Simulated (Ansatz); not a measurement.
# Y on Cu(100): change of the work function, part 2 of 3

Aim: the work function of Cu(100) at several coverages of Y (hollow site), and the dipole that each adsorbate carries.

Ansatz 0.2.0; plane-wave DFT, PBE, Ansatz PAW.

So far, work function, upper face (eV): step 2 (the clean slab) 4.57.

### Step 3. The covered slab, k-mesh 4×4×1, coverage 0.111 ML

System of this step: YCu36 (Y/Cu(100)). The cell holds 37 atoms: 36 Cu and 1 Y. Its edges and angles: a = 7.658 Å, b = 7.658 Å, c = 26.200 Å, α = 90.0°, β = 90.0°, γ = 90.0°. Vacuum lies along c.

The clean slab as it ended is repeated in the plane and the adsorbate is set on one face; the cell's size fixes the coverage, and the k-mesh shrinks with it to keep the sampling density about even. Adsorbate and upper layers relax, since the dipole depends on the height.

Contents of input.yaml:

```yaml
crystal:
  lattice:
    - [7.6579664403, 0.0, 0.0]
    - [0.0, 7.6579664403, 0.0]
    - [0.0, 0.0, 26.2003803732]
  atoms:
    - { symbol: Cu, position: [0.1666666667, 0.1666666667, 0.3435064633] }
    - { symbol: Cu, position: [0.0, 0.0, 0.4123985929] }
    - { symbol: Cu, position: [0.1666666667, 0.1666666667, 0.4824865037] }
    - { symbol: Cu, position: [0.0, 0.0, 0.5502961881] }
    - { symbol: Cu, position: [0.1666666667, 0.5, 0.3435064633] }
    - { symbol: Cu, position: [0.0, 0.3333333333, 0.4123985929] }
    - { symbol: Cu, position: [0.1666666667, 0.5, 0.4824865037] }
    - { symbol: Cu, position: [0.0, 0.3333333333, 0.5502961881] }
    - { symbol: Cu, position: [0.1666666667, 0.8333333333, 0.3435064633] }
    - { symbol: Cu, position: [0.0, 0.6666666667, 0.4123985929] }
    - { symbol: Cu, position: [0.1666666667, 0.8333333333, 0.4824865037] }
    - { symbol: Cu, position: [0.0, 0.6666666667, 0.5502961881] }
    - { symbol: Cu, position: [0.5, 0.1666666667, 0.3435064633] }
    - { symbol: Cu, position: [0.3333333333, 0.0, 0.4123985929] }
    - { symbol: Cu, position: [0.5, 0.1666666667, 0.4824865037] }
    - { symbol: Cu, position: [0.3333333333, 0.0, 0.5502961881] }
    - { symbol: Cu, position: [0.5, 0.5, 0.3435064633] }
    - { symbol: Cu, position: [0.3333333333, 0.3333333333, 0.4123985929] }
    - { symbol: Cu, position: [0.5, 0.5, 0.4824865037] }
    - { symbol: Cu, position: [0.3333333333, 0.3333333333, 0.5502961881] }
    - { symbol: Cu, position: [0.5, 0.8333333333, 0.3435064633] }
    - { symbol: Cu, position: [0.3333333333, 0.6666666667, 0.4123985929] }
    - { symbol: Cu, position: [0.5, 0.8333333333, 0.4824865037] }
    - { symbol: Cu, position: [0.3333333333, 0.6666666667, 0.5502961881] }
    - { symbol: Cu, position: [0.8333333333, 0.1666666667, 0.3435064633] }
    - { symbol: Cu, position: [0.6666666667, 0.0, 0.4123985929] }
    - { symbol: Cu, position: [0.8333333333, 0.1666666667, 0.4824865037] }
    - { symbol: Cu, position: [0.6666666667, 0.0, 0.5502961881] }
    - { symbol: Cu, position: [0.8333333333, 0.5, 0.3435064633] }
    - { symbol: Cu, position: [0.6666666667, 0.3333333333, 0.4123985929] }
    - { symbol: Cu, position: [0.8333333333, 0.5, 0.4824865037] }
    - { symbol: Cu, position: [0.6666666667, 0.3333333333, 0.5502961881] }
    - { symbol: Cu, position: [0.8333333333, 0.8333333333, 0.3435064633] }
    - { symbol: Cu, position: [0.6666666667, 0.6666666667, 0.4123985929] }
    - { symbol: Cu, position: [0.8333333333, 0.8333333333, 0.4824865037] }
    - { symbol: Cu, position: [0.6666666667, 0.6666666667, 0.5502961881] }
    - { symbol: "Y", position: [0.1666666667, 0.1666666667, 0.6564935367] }
kpoints:
  mp_grid: { grid: [4, 4, 1] }
hamiltonian:
  xc: pbe
scf:
  occupations: { method: fermi_dirac, width: 0.1 }
  convergence: { dr2_threshold: 1.0e-08 }
efield:
  axis: 3
  dipole_correction: true
  ramp_position: 0.97
  ramp_width: 0.06
relax:
  f_tol: 0.02
  max_steps: 60
  constraints:
    - { sites: [0, 1, 4, 5, 8, 9, 12, 13, 16, 17, 20, 21, 24, 25, 28, 29, 32, 33] }
output:
  write_potential: true
  write_density: true
  volumetric_format: npy
```

Launch:

```sh
$ ansatz run input.yaml --threads 4 --pin off --max-ram 16384MiB --backend cpu --events-out ev --progress --plain --runs-dir out
```

Numbers of over 12 decimals in the logs are rounded to 6 here.

The log of the run:

```text
[...]
Crystal: 37 atoms, lattice volume = 1536.507 Å³
Basis set: ecut = 420 eV, 30051 PW (Γ), exchange–correlation on 108×108×360 points (8 copies of the dense FFT grid, shifted against one another)
Bands: 417, of which v1, the nominal top of the filled ones, is band 348 counted from 1 (347 counted from 0)
Symmetry: 8 space group operations
[...]
k-points: 6 of 16
[...]
SCF iter   1: F=—  HF=-242342.815435 eV  |F-HF|=—  |Δ(HF+E_count)|=         —  Δρ=4.75e-3  dr2=5.35e0  ethr=1.77e-3  p=0.575 e·Å  D=6.77e-2 V/Å  ΔV_dip=-1.77 eV  dr2_dipole=1.98e0  V_vac-E_F(+/−)=2.79/4.56 eV  ⟨swp⟩=7.3  Hψ=10813  notcnv=0  defer=115
[...]
SCF iter  15: F=-242342.709539 eV  HF=-242342.709539 eV  |F-HF|=1.59e-8  |Δ(HF+E_count)|=   1.43e-7  Δρ=3.89e-7  dr2=2.99e-9  ethr=1.44e-12  p=0.489 e·Å  D=5.76e-2 V/Å  ΔV_dip=-1.51 eV  dr2_dipole=4.38e-10  V_vac-E_F(+/−)=3.00/4.50 eV  ⟨swp⟩=9.2  Hψ=14822  notcnv=0
SCF 1 converged in 15 iterations: F = -242342.709539 eV  dr2 = 2.99e-9
[...]
relax step   1: F+E_penalty+E_count = -242342.70953906 eV  Δ(F+E_penalty+E_count) = +0.000e0 eV  max|allowed force component| = 2.320e0 eV/Å  Δτ_max = 0.0000 Å  (15 SCF iters, accepted)
[...]
SCF iter  13: F=-242343.202185 eV  HF=-242343.202185 eV  |F-HF|=3.00e-8  |Δ(HF+E_count)|=   7.37e-8  Δρ=4.23e-7  dr2=2.27e-9  ethr=1.44e-12  p=0.521 e·Å  D=6.13e-2 V/Å  ΔV_dip=-1.61 eV  dr2_dipole=2.37e-11  V_vac-E_F(+/−)=2.90/4.50 eV  ⟨swp⟩=9.3  Hψ=15974  notcnv=0
SCF 2 converged in 13 iterations: F = -242343.202185 eV  dr2 = 2.27e-9
relax step   2: F+E_penalty+E_count = -242343.20218540 eV  Δ(F+E_penalty+E_count) = -4.926e-1 eV  max|allowed force component| = 2.257e0 eV/Å  Δτ_max = 0.1929 Å  (13 SCF iters, accepted)
SCF iter   1: F=—  HF=-242343.700627 eV  |F-HF|=—  |Δ(HF+E_count)|=         —  Δρ=2.73e-3  dr2=1.80e-1  ethr=1.40e-4  p=0.521 e·Å  D=6.13e-2 V/Å  ΔV_dip=-1.61 eV  dr2_dipole=1.39e-2  V_vac-E_F(+/−)=2.91/4.52 eV  ⟨swp⟩=5.0  Hψ=5510  notcnv=0  defer=234
[...]
SCF iter  14: F=-242343.672647 eV  HF=-242343.672647 eV  |F-HF|=1.02e-8  |Δ(HF+E_count)|=   1.40e-9  Δρ=6.87e-7  dr2=5.28e-9  ethr=1.44e-12  p=0.557 e·Å  D=6.56e-2 V/Å  ΔV_dip=-1.72 eV  dr2_dipole=1.00e-10  V_vac-E_F(+/−)=2.79/4.51 eV  ⟨swp⟩=9.2  Hψ=16076  notcnv=0
SCF 3 converged in 14 iterations: F = -242343.672647 eV  dr2 = 5.28e-9
[...]
relax step   3: F+E_penalty+E_count = -242343.67264656 eV  Δ(F+E_penalty+E_count) = -4.705e-1 eV  max|allowed force component| = 1.750e0 eV/Å  Δτ_max = 0.1959 Å  (14 SCF iters, accepted)
[...]
relax step   4: F+E_penalty+E_count = -242343.94116203 eV  Δ(F+E_penalty+E_count) = -2.685e-1 eV  max|allowed force component| = 6.848e-1 eV/Å  Δτ_max = 0.1991 Å  (13 SCF iters, accepted)
[...]
relax step   5: F+E_penalty+E_count = -242343.99500938 eV  Δ(F+E_penalty+E_count) = -5.385e-2 eV  max|allowed force component| = 2.129e-1 eV/Å  Δτ_max = 0.1750 Å  (14 SCF iters, accepted)
[...]
relax step   6: F+E_penalty+E_count = -242343.99456204 eV  Δ(F+E_penalty+E_count) = +4.473e-4 eV  max|allowed force component| = 1.999e-1 eV/Å  Δτ_max = 0.0805 Å  (13 SCF iters, rejected (line search))
[...]
relax step   7: F+E_penalty+E_count = -242344.01796789 eV  Δ(F+E_penalty+E_count) = -2.296e-2 eV  max|allowed force component| = 2.077e-1 eV/Å  Δτ_max = 0.0388 Å  (13 SCF iters, accepted)
SCF iter   1: F=—  HF=-242344.021791 eV  |F-HF|=—  |Δ(HF+E_count)|=         —  Δρ=4.70e-4  dr2=6.63e-3  ethr=5.02e-6  p=0.575 e·Å  D=6.77e-2 V/Å  ΔV_dip=-1.77 eV  dr2_dipole=1.07e-3  V_vac-E_F(+/−)=2.76/4.54 eV  ⟨swp⟩=3.0  Hψ=4337  notcnv=0  defer=253
[...]
SCF iter  11: F=-242344.021692 eV  HF=-242344.021692 eV  |F-HF|=2.78e-8  |Δ(HF+E_count)|=   2.13e-8  Δρ=3.23e-7  dr2=1.61e-9  ethr=1.44e-12  p=0.575 e·Å  D=6.77e-2 V/Å  ΔV_dip=-1.77 eV  dr2_dipole=1.14e-11  V_vac-E_F(+/−)=2.77/4.54 eV  ⟨swp⟩=9.0  Hψ=15756  notcnv=0
SCF 8 converged in 11 iterations: F = -242344.021692 eV  dr2 = 1.61e-9
relax step   8: F+E_penalty+E_count = -242344.02169177 eV  Δ(F+E_penalty+E_count) = -3.724e-3 eV  max|allowed force component| = 4.932e-3 eV/Å  Δτ_max = 0.0164 Å  (11 SCF iters, accepted)
NSCF: frozen V_eff on 6 k-points
[...]
WARN: The input density's exchange-correlation potential varies sharply where the density is thin. Do not read a vacuum level from v_tot or v_xc, or from such a field of the output density. On a cell that repeats whose density bears no net charge and no dipole along the vacuum's axis use v_es (v_loc + v_h of the components); under efield.dipole_correction with no amplitude use v_es + v_field, which holds any external [...]
SCF converged after 11 iterations
Free energy (F): -242344.021692 eV
[...]
Internal energy: -242343.517530 eV  (E = F + TS)
E sigma→0 (E₀):  -242343.769611 eV
Entropy (-TS):   -0.504162 eV (-13.626 meV/atom)
Fermi energy:    2.327400 eV
Dipole field:    D = 0.067663 V/Å  (p = 0.574547 e·Å, saw-weighted, corrected)
Work function:   Φ+ = 2.7673 eV   Φ− = 4.5401 eV
[...]
--- Forces (eV/Å), atoms counted from 1 ---
  atom   1  Cu    -0.00000000     0.00000000     0.11934823
  atom   2  Cu    -0.02023996    -0.02023996    -0.09344156
  atom   3  Cu    -0.00000000     0.00000000    -0.00243261
  atom   4  Cu    -0.00014068    -0.00014068     0.00103686
  atom   5  Cu     0.00000000    -0.01598089     0.11322932
  atom   6  Cu    -0.02023996     0.02023996    -0.09344156
  atom   7  Cu     0.00000000    -0.00060403    -0.00397895
  atom   8  Cu    -0.00014068     0.00014068     0.00103686
  atom   9  Cu     0.00000000     0.01598089     0.11322932
  atom  10  Cu    -0.00249716     0.00000000    -0.10952824
  atom  11  Cu     0.00000000     0.00060403    -0.00397895
  atom  12  Cu    -0.00277426     0.00000000     0.00264312
  atom  13  Cu    -0.01598089     0.00000000     0.11322932
  atom  14  Cu     0.02023996    -0.02023996    -0.09344156
  atom  15  Cu    -0.00060403     0.00000000    -0.00397895
  atom  16  Cu     0.00014068    -0.00014068     0.00103686
  atom  17  Cu    -0.01018949    -0.01018949     0.11127370
  atom  18  Cu     0.02023996     0.02023996    -0.09344156
  atom  19  Cu     0.00051740     0.00051740    -0.00209044
  atom  20  Cu     0.00014068     0.00014068     0.00103686
  atom  21  Cu    -0.01018949     0.01018949     0.11127370
  atom  22  Cu     0.00249716     0.00000000    -0.10952824
  atom  23  Cu     0.00051740    -0.00051740    -0.00209044
  atom  24  Cu     0.00277426     0.00000000     0.00264312
  atom  25  Cu     0.01598089     0.00000000     0.11322932
  atom  26  Cu     0.00000000    -0.00249716    -0.10952824
  atom  27  Cu     0.00060403     0.00000000    -0.00397895
  atom  28  Cu     0.00000000    -0.00277426     0.00264312
  atom  29  Cu     0.01018949    -0.01018949     0.11127370
  atom  30  Cu     0.00000000     0.00249716    -0.10952824
  atom  31  Cu    -0.00051740     0.00051740    -0.00209044
  atom  32  Cu     0.00000000     0.00277426     0.00264312
  atom  33  Cu     0.01018949     0.01018949     0.11127370
  atom  34  Cu    -0.00000000     0.00000000    -0.19927600
  atom  35  Cu    -0.00051740    -0.00051740    -0.00209044
  atom  36  Cu    -0.00000000     0.00000000     0.00080593
  atom  37  Y      0.00000000     0.00000000     0.00493180
  max |Σ_I F_I| component: 4.74e-5 eV/Å
--- Band table (eV; the first three rows and the last of 6) ---
  k-point 0: bands = [... 344 lower, 1.6395, 1.6395, 1.7657, 1.7789, 2.2876, 2.3254, 2.3254, 2.4431, ... 65 higher]
  k-point 1: bands = [... 344 lower, 1.6297, 1.8715, 2.0022, 2.0787, 2.1113, 2.3275, 2.8189, 2.8933, ... 65 higher]
  k-point 2: bands = [... 344 lower, 2.0026, 2.1045, 2.3002, 2.3213, 2.3492, 2.4238, 2.5547, 2.6584, ... 65 higher]
  k-point 5: bands = [... 344 lower, 2.5158, 2.5357, 2.5536, 2.5645, 2.5645, 2.8372, 2.8501, 2.8899, ... 65 higher]
--- Relaxed structure (8 steps of the walk, 7 accepted, 0 SCFs on fresh bases) ---
  F+E_penalty+E_count = -242344.02169177 eV   max|allowed force component| = 4.932e-3 eV/Å
  atoms:
    - { symbol: Cu, position: [0.166667, 0.166667, 0.3435064633] }
    - { symbol: Cu, position: [1.6666659794015235e-11, 1.6666659794015235e-11, 0.4123985929] }
    - { symbol: Cu, position: [0.166667, 0.166667, 0.481716] }
    - { symbol: Cu, position: [-0.00298269, -0.00298269, 0.550642] }
    - { symbol: Cu, position: [0.166667, 0.500000, 0.3435064633] }
    - { symbol: Cu, position: [1.6666659794015235e-11, 0.333333, 0.4123985929] }
    - { symbol: Cu, position: [0.166667, 0.500580, 0.482321] }
    - { symbol: Cu, position: [-0.00298269, 0.336316, 0.550642] }
    - { symbol: Cu, position: [0.166667, 0.833333, 0.3435064633] }
    - { symbol: Cu, position: [1.6666659794015235e-11, 0.666667, 0.4123985929] }
    - { symbol: Cu, position: [0.166667, 0.832753, 0.482321] }
    - { symbol: Cu, position: [0.000397734, 0.666667, 0.551698] }
    - { symbol: Cu, position: [0.500000, 0.166667, 0.3435064633] }
    - { symbol: Cu, position: [0.333333, 1.6666659794015235e-11, 0.4123985929] }
    - { symbol: Cu, position: [0.500580, 0.166667, 0.482321] }
    - { symbol: Cu, position: [0.336316, -0.00298269, 0.550642] }
    - { symbol: Cu, position: [0.500000, 0.500000, 0.3435064633] }
    - { symbol: Cu, position: [0.333333, 0.333333, 0.4123985929] }
    - { symbol: Cu, position: [0.500829, 0.500829, 0.482405] }
    - { symbol: Cu, position: [0.336316, 0.336316, 0.550642] }
    - { symbol: Cu, position: [0.500000, 0.833333, 0.3435064633] }
    - { symbol: Cu, position: [0.333333, 0.666667, 0.4123985929] }
    - { symbol: Cu, position: [0.500829, 0.832504, 0.482405] }
    - { symbol: Cu, position: [0.332936, 0.666667, 0.551698] }
    - { symbol: Cu, position: [0.833333, 0.166667, 0.3435064633] }
    - { symbol: Cu, position: [0.666667, 1.6666659794015235e-11, 0.4123985929] }
    - { symbol: Cu, position: [0.832753, 0.166667, 0.482321] }
    - { symbol: Cu, position: [0.666667, 0.000397734, 0.551698] }
    - { symbol: Cu, position: [0.833333, 0.500000, 0.3435064633] }
    - { symbol: Cu, position: [0.666667, 0.333333, 0.4123985929] }
    - { symbol: Cu, position: [0.832504, 0.500829, 0.482405] }
    - { symbol: Cu, position: [0.666667, 0.332936, 0.551698] }
    - { symbol: Cu, position: [0.833333, 0.833333, 0.3435064633] }
    - { symbol: Cu, position: [0.666667, 0.666667, 0.4123985929] }
    - { symbol: Cu, position: [0.832504, 0.832504, 0.482405] }
    - { symbol: Cu, position: [0.666667, 0.666667, 0.550586] }
    - { symbol: Y, position: [0.166667, 0.166667, 0.626555] }
```

The job ended after 36 min (4 threads of Arm Neoverse V1, shared host; peak memory 11 GiB).

Relaxation path:

| step | energy less that of the first step (eV) | largest force component (eV/Å) |
| --- | --- | --- |
| 1 | 0.0000 | 2.3196 |
| 2 | -0.4926 | 2.2567 |
| 3 | -0.9631 | 1.7500 |
| 4 | -1.2316 | 0.6848 |
| 5 | -1.2855 | 0.2129 |
| 6 | -1.2850 | 0.1999 |
| 7 | -1.3084 | 0.2077 |
| 8 | -1.3122 | 0.0049 |

Relaxation step 6 was tried and not accepted.

Forces are held to the 8 operations that the run works with; a distortion that breaks them can't arise in this run.

The atoms that moved most (Å):

```csv
atom,dx,dy,dz,length
Y37,0.000,0.000,-0.784,0.784
Cu32,0.000,-0.003,0.037,0.037
Cu24,-0.003,0.000,0.037,0.037
Cu12,0.003,0.000,0.037,0.037
Cu28,0.000,0.003,0.037,0.037
Cu4,-0.023,-0.023,0.009,0.034
Cu8,-0.023,0.023,0.009,0.034
Cu16,0.023,-0.023,0.009,0.034
```

The relaxed structure:

```xyz
37
Lattice="7.6580 0.0000 0.0000 0.0000 7.6580 0.0000 0.0000 0.0000 26.2004" Properties=species:S:1:pos:R:3
Cu    1.2763    1.2763    9.0000
Cu    0.0000    0.0000   10.8050
Cu    1.2763    1.2763   12.6211
Cu   -0.0228   -0.0228   14.4270
Cu    1.2763    3.8290    9.0000
Cu    0.0000    2.5527   10.8050
Cu    1.2763    3.8334   12.6370
Cu   -0.0228    2.5755   14.4270
Cu    1.2763    6.3816    9.0000
Cu    0.0000    5.1053   10.8050
Cu    1.2763    6.3772   12.6370
Cu    0.0030    5.1053   14.4547
Cu    3.8290    1.2763    9.0000
Cu    2.5527    0.0000   10.8050
Cu    3.8334    1.2763   12.6370
Cu    2.5755   -0.0228   14.4270
Cu    3.8290    3.8290    9.0000
Cu    2.5527    2.5527   10.8050
Cu    3.8353    3.8353   12.6392
Cu    2.5755    2.5755   14.4270
Cu    3.8290    6.3816    9.0000
Cu    2.5527    5.1053   10.8050
Cu    3.8353    6.3753   12.6392
Cu    2.5496    5.1053   14.4547
Cu    6.3816    1.2763    9.0000
Cu    5.1053    0.0000   10.8050
Cu    6.3772    1.2763   12.6370
Cu    5.1053    0.0030   14.4547
Cu    6.3816    3.8290    9.0000
Cu    5.1053    2.5527   10.8050
Cu    6.3753    3.8353   12.6392
Cu    5.1053    2.5496   14.4547
Cu    6.3816    6.3816    9.0000
Cu    5.1053    5.1053   10.8050
Cu    6.3753    6.3753   12.6392
Cu    5.1053    5.1053   14.4256
Y     1.2763    1.2763   16.4160
```

This step gave:

```yaml
energy_at_zero_smearing: -242343.7696 eV
work_function_upper_face: 2.767 eV
work_function_lower_face: 4.540 eV
dipole_along_the_normal: 0.5745 e·Å
step_between_the_vacuum_levels: -1.773 eV
```

Running mean over 1.805 Å of the planar mean; the ramp of the sawtooth is left out. Table of electron's electrostatic potential energy less the Fermi level by z:

```
z (Å)  electron's electrostatic potential energy less the Fermi level (eV)
    4                                                                 4.54
    5                                                                 4.54
    6                                                                 4.50
    7                                                                 4.07
    8                                                                -1.45
    9                                                                -8.31
   10                                                                -8.73
   11                                                                -8.74
   12                                                                -8.59
   13                                                                -8.80
   14                                                                -8.70
   15                                                                -6.27
   16                                                                0.438
   17                                                                 1.21
   18                                                                 2.36
   19                                                                 2.70
   20                                                                 2.76
   21                                                                 2.77
   22                                                                 2.77
   23                                                                 2.77
```

The relaxation took 8 steps and lowered the energy by 1.3 eV; the largest force on the free atoms ends at 0.0049 eV/Å.

The covered face has 2.77 eV, -1.80 eV against the clean one; the bare back face has moved by -0.04 eV, a measure of how thin the slab is.

(Continued in part 3 of 3.)

[Logs are printed without paths, hosts, clocks, repeated set-up lines and the standing remarks that a program may print on its own settings, such as how far it seeks lower states.]

[Hosts, paths, dates, database ids (printed as entryN), source tags and the programs' standing remarks are cut or masked in the printed files.]

[Maps of the electrostatic potential energy from Ansatz leave out the sawtooth potential of an applied field or a dipole correction, so their vacuum need not be flat; planar profiles and work functions include it.]
